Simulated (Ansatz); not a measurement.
# TiFe3B: relaxing a made-up structure, part 2 of 2

This structure for TiFe3B is made up. Its elements were placed in a known structure type with a cell scaled to their sizes. What cell does the guess relax to, and how far off was it?

Ansatz 0.2.0; DFT, PBEsol, plane-wave PAW, files of the set soft_1, scalar-relativistic, ferromagnetic start, cell and ions relaxed at zero pressure; PAW set soft_1 (the session's first sound run).

So far: Set-up; Relaxing cell and atoms. The relaxed cell has a = 3.746 Å (conventional setting).

## (3) Electronic structure of the relaxed cell

With the geometry fixed, one more self-consistent run, with a narrower smearing and the mesh shown in its input, gives the bands, and its pressure, and its forces where symmetry allows any, show how far the geometry depends on these settings.

This step: DFT, PBEsol, plane-wave PAW, files of the set soft_1, scalar-relativistic, no spin, bands and density of states at the relaxed cell; PAW set soft_1 (Ansatz 0.2.0).

The input, input.yaml:

```yaml
crystal:
  lattice:
    - [3.7458125892, 0.0, 0.0]
    - [0.0, 3.7458125892, 0.0]
    - [0.0, 0.0, 3.7449300784]
  atoms:
    - { symbol: Fe, position: [0.5, 0.0, 0.5721061918] }
    - { symbol: Fe, position: [0.0, 0.5, 0.5721061918] }
    - { symbol: Fe, position: [0.5, 0.5, 0.0720980981] }
    - { symbol: Ti, position: [0.0, 0.0, 0.0720887731] }
    - { symbol: B, position: [0.5, 0.5, 0.5721007452] }
kpoints:
  mp_grid: { grid: [8, 8, 8] }
  band_path:
    path:
      - [[0.0, 0.0, 0.0], [0.5, 0.0, 0.0], [0.5, 0.0, 0.5], [0.0, 0.0, 0.0], [0.5, 0.5, 0.5], [0.5, 0.0, 0.0]]
      - [[0.5, 0.0, 0.5], [0.5, 0.5, 0.5]]
    npoints: 13
scf:
  occupations: { method: fermi_dirac, width: 0.03 }
  n_extra_bands: 9
hamiltonian:
  xc: pbesol
  pseudopotentials: { kind: paw, azcp: { folder: soft_1 }, xc_functional: pbe }
output:
  forces: true
  stress: true
  write_bands: true
  dos: { projected: true }
  write_density: true
  write_potential: true
  elf: true
  volumetric_format: npy
```

Run with:

```bash
$ ansatz run input.yaml --threads 4 --pin off --max-ram 8192MiB --backend cpu --events-out ev --progress --plain --runs-dir out
```

Numbers of over 12 decimals in the logs are rounded to 6 here.

Output:

```text
Warning: at least one further symmetry operation maps every atom of the structure, as the run holds it, onto an atom to within 2.25e-5 (fractional), and is not used: no operation is sought that the atoms, as the run holds them, miss by more than 2.00e-5, twice crystal.symmetry.tolerance (1.0e-5). The run uses 8 unitary operations. The run imposes no operation that its atoms and lattice do not hold. Figures that only  [...]
[...]
Crystal: 5 atoms, lattice volume = 52.546 Å³
Basis set: ecut = 420 eV, 1021 PW (Γ), exchange–correlation on 54×54×54 points (8 copies of the dense FFT grid, shifted against one another)
Bands: 41, of which v1, the nominal top of the filled ones, is band 32 counted from 1 (31 counted from 0)
Symmetry: 8 space group operations
[...]
k-points: 75 of 512 (time reversal used)
[...]
SCF iter   1: F=—  HF=-15977.081050 eV  |F-HF|=—  |Δ(HF+E_count)|=         —  Δρ=1.37e-1  dr2=1.03e1  ethr=3.10e-3  ⟨swp⟩=5.1  Hψ=9516  notcnv=0
[...]
SCF iter   9: F=-15974.432751 eV  HF=-15974.432751 eV  |F-HF|=4.73e-8  |Δ(HF+E_count)|=   1.76e-7  Δρ=1.23e-5  dr2=7.30e-8  ethr=1.59e-10  ⟨swp⟩=12.5  Hψ=20967  notcnv=0
SCF 1 converged in 9 iterations: F = -15974.432751 eV  dr2 = 7.30e-8
[...]
NSCF: frozen V_eff on 80 k-points
SCF converged after 9 iterations
Free energy (F): -15974.432751 eV
[...]
Internal energy: -15974.421163 eV  (E = F + TS)
E sigma→0 (E₀):  -15974.426957 eV
Entropy (-TS):   -0.011588 eV (-2.318 meV/atom)
Fermi energy:    17.296819 eV
[...]
--- Forces (eV/Å), atoms counted from 1 ---
  atom   1  Fe     0.00000000     0.00000000    -0.00021572
  atom   2  Fe    -0.00000000     0.00000000    -0.00021572
  atom   3  Fe    -0.00000000     0.00000000     0.00036922
  atom   4  Ti     0.00000000     0.00000000     0.00035482
  atom   5  B     -0.00000000     0.00000000    -0.00029252
  max |Σ_I F_I| component: 7.85e-8 eV/Å
--- Stress (GPa, compression-positive) ---
       -0.104066       0.000000       0.000000
        0.000000      -0.104066       0.000000
        0.000000       0.000000       0.000449
  P = ⅓ Tr σ = -0.0692 GPa (-0.692 kbar)
--- Band table (eV; the first three rows and the last of 75) ---
  k-point 0: bands = [... 28 lower, 16.4506, 17.0725, 17.0735, 18.2170, 18.2234, 18.2244, 18.2244, 19.6755, ... 5 higher]
  k-point 1: bands = [... 28 lower, 16.5702, 17.0828, 17.3392, 18.1357, 18.2236, 18.4964, 18.4964, 19.6149, ... 5 higher]
  k-point 2: bands = [... 28 lower, 16.7467, 17.1020, 17.1960, 17.8970, 18.2241, 18.8275, 18.8275, 19.4717, ... 5 higher]
  k-point 74: bands = [... 28 lower, 16.8628, 17.7482, 17.7482, 17.7483, 18.1035, 18.1035, 18.1042, 19.1379, ... 5 higher]
```

Wall time 8.9 s (4 threads of Arm Neoverse V1, shared host); peak memory 0.48 GiB; 34 s of CPU time.

In the SCF lines HF is the Harris–Foulkes energy and dr2 the Hartree energy of the density residual, in eV; the loop may stop once dr2 is under the threshold and the program's other checks hold. Hψ counts applications of the Hamiltonian.

Numbers from this step:

```yaml
free_energy: -15974.4328 eV
energy_at_zero_smearing: -15974.4270 eV
smearing_term_ts: 0.01159 eV
fermi_energy: 17.30 eV
pressure: -0.06923 GPa
```

bands.tsv at the labelled points (eV, zero at the Fermi level; the bands that come nearest the Fermi level along the path):

| point | band 28 | band 29 | band 30 | band 31 | band 32 | band 33 | band 34 | band 35 |
| --- | --- | --- | --- | --- | --- | --- | --- | --- |
| Γ | -0.85 | -0.85 | -0.22 | -0.22 | 0.92 | 0.93 | 0.93 | 0.93 |
| X | -0.69 | -0.26 | -0.18 | -0.18 | 0.16 | 0.93 | 1.18 | 1.18 |
| M | -1.11 | -1.11 | -0.82 | -0.37 | -0.14 | 0.17 | 1.63 | 1.63 |
| Γ | -0.85 | -0.85 | -0.22 | -0.22 | 0.92 | 0.93 | 0.93 | 0.93 |
| R | -0.44 | -0.43 | 0.45 | 0.45 | 0.45 | 0.81 | 0.81 | 0.81 |
| X | -0.69 | -0.26 | -0.18 | -0.18 | 0.16 | 0.93 | 1.18 | 1.18 |
| M | -1.11 | -1.11 | -0.82 | -0.37 | -0.14 | 0.17 | 1.63 | 1.63 |
| R | -0.44 | -0.43 | 0.45 | 0.45 | 0.45 | 0.81 | 0.81 | 0.81 |

Counts of states for the cell as run, both spins, by energy window (eV from the Fermi level): Near the top, bands beyond those computed are missing, so counts there can be too low.

```csv
from,to,total
-8,-7,0.42
-7,-6,0.04
-6,-5,1.95
-5,-4,1.86
-4,-3,4.01
-3,-2,4.99
-2,-1,8.13
-1,0,8.15
0,1,2.91
1,2,6.62
2,3,4.05
3,4,2.34
```

A further 33.5 states lie below the table's range.

Electrostatic potential energy in the ac plane at fractional y = 0.500, with atoms of Fe and B within 0.2 Å of it. With pseudopotentials it is smooth inside the atoms' cores, unlike the true potential.

Values in eV, 13 rows by 14 columns, each cell a mean:
```
 19  19  19  16   6 -13 -26 -29 -24  -8   9  17  19  19
 15  16  17  17  14   5  -5  -8  -2   8  15  17  17  16
 -8  -3   8  15  16  12   7   5   9  14  16  14   5  -4
-31 -25 -11   9  13   5  -8 -13  -5   8  13   4 -15 -27
-41 -38 -25  -1   7  -9 -23 -24 -20  -4   8  -8 -29 -39
-41 -39 -27  -3   5 -12 -24 -23 -22  -6   6 -10 -31 -40
-37 -32 -18   4  10  -2 -17 -20 -14   3  10  -2 -23 -34
-19 -13   0  13  15  11   3   0   5  12  15  10  -3 -15
  7  10  14  17  16  11   4   2   6  13  16  16  13   9
 18  18  18  17  10  -5 -18 -22 -15  -1  12  18  19  18
 20  20  19  14  -1 -23 -35 -38 -33 -17   4  17  19  20
 20  20  19  12  -8 -31 -41 -41 -39 -26  -3  16  19  20
 20  20  19  13  -6 -28 -40 -41 -38 -23   0  16  19  20
```
Columns run along a (3.7 Å; values clipped at the 3rd and 97th percentile), rows up along c (3.7 Å). Atoms in or near the plane, at fractional coordinates: Fe at (0.00, 0.57), Fe at (0.50, 0.07), B at (0.50, 0.57).

Valence density in the ac plane at fractional y = 0.500, with atoms of Fe and B within 0.2 Å of it. It is the smooth field of the valence electrons, not physical close to the nuclei.

Ten even steps from '_' (0 e/Å³) to '@' (27 e/Å³), each cell a mean:
```
____________..::..__________
____________________________
____________________________
::..______________________..
%%++..__________________::**
@@**..__________________::##
++--____________________..--
..__________________________
____________________________
____________....____________
__________..==++--__________
__________::##@@**..________
__________::**%%++..________
```
Columns run along a (3.7 Å), rows up along c (3.7 Å). Atoms in or near the plane, at fractional coordinates: Fe at (0.00, 0.57), Fe at (0.50, 0.07), B at (0.50, 0.57).

ELF in the ac plane at fractional y = 0.500, with atoms of Fe and B within 0.2 Å of it. It is the smooth field of the valence electrons, not physical close to the nuclei.

Ten even steps from '0' (0.01) to '9' (0.89), each cell a mean:
```
33421245321343
22332233223332
22135555554212
53225654664224
97435510264347
97435500154358
75325632464235
32135666665212
11234333334321
23332234312333
34321367521234
44312589742234
44312489731234
```
Columns run along a (3.7 Å), rows up along c (3.7 Å). Atoms in or near the plane, at fractional coordinates: Fe at (0.00, 0.57), Fe at (0.50, 0.07), B at (0.50, 0.57).

## (4) Outcome

```
space group, relaxed : Pm-3m
conventional cell    : a = 3.746, b = 3.746, c = 3.746 Å; α = 90.0°, β = 90.0°, γ = 90.0°
volume per atom      : 10.51 Å³ (guess 11.62)
total moment         : 0.00 μB in the cell of 5 atoms
```

TiFe3B relaxes to Pm-3m with a = 3.746, b = 3.746 and c = 3.746 Å. The guessed volume was 11 % too large. The symmetry rose from P4mm to Pm-3m, so the distortion of the structure type doesn't survive with these elements. The moments died out from this one start and weren't seeded again at the relaxed cell. Bands cross the Fermi level, so it is a metal or semimetal at this level. The electron count is odd, which forces that without spin polarisation or a larger cell. On the 8×8×8 mesh with the narrower smearing (relaxed on 8×8×6) the forces vanish, as symmetry may demand, and the largest stress component is 0.104 GPa, against the relaxation's thresholds of 0.015 eV/Å and 0.05 GPa. The cutoff wasn't tested. A vector of the cell changed its length by 18 %, more than the volume shows. No dispersion term is used, so weakly bound directions may come out too long. Nothing here tests whether the compound is stable against decomposition.

[Logs are printed without paths, hosts, clocks, repeated set-up lines and the standing remarks that a program may print on its own settings, such as how far it seeks lower states.]

[Hosts, paths, dates, database ids (printed as entryN), source tags and the programs' standing remarks are cut or masked in the printed files.]
